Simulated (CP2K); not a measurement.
Consider 3-borylpyrrole at its PBE geometry (Å).

```xyz
12

B     2.1267    0.1815    0.1638
C     0.6273    0.0247    0.0452
C    -0.1561   -1.1673   -0.1876
C    -1.4840   -0.8182   -0.2200
N    -1.5564    0.5564   -0.0160
C    -0.3060    1.0705    0.1456
H     2.6010    1.2691    0.3566
H     2.8570   -0.7665    0.0665
H     0.2393   -2.1694   -0.3179
H    -2.3851   -1.4024   -0.3669
H    -2.4169    1.0921    0.0129
H    -0.1468    2.1295    0.3178
```

Method: CP2K XAS_TDP, all-electron GAPW, PBEh(45%), aug-cc-pVDZ, TDA, no relativity.

Where do the N K-edge lines lie, and how strong are they?

Leading lines: N5 397.83 eV. The leading line of an atom is its first one with 35 % of the strongest within 2.5 eV of its lowest line over the strength cut. 

The first six lines of each atom with a strength over 0.0015:

```
                    atom  energy (eV)  states  strength, one atom
N5 (bonded to 2 C and H)       397.83       1              0.0323
                               399.24       1              0.0158
                               400.09       1              0.0040
                               401.87       1              0.0029
                               402.36       1              0.0017
                               402.56       1              0.0043
```

Lines are vertical, at one geometry, with no vibrational structure. Without a correction of the core level, line positions, and the gaps between valence and Rydberg lines, follow the share of exact exchange. At this level such K lines come out 3 to 6 eV under measured ones. These values hold no scalar relativity, about 0.2 eV for N 1s. Rydberg lines, and the discretised continuum above threshold, depend on the basis and the box.

[Banner, clock and machine lines of the logs are left out without a mark of their own.]

[Logs are printed without paths, hosts, clocks, repeated set-up lines and the standing remarks that a program may print on its own settings, such as how far it seeks lower states.]

[Hosts, paths, dates, database ids (printed as entryN), source tags and the programs' standing remarks are cut or masked in the printed files.]
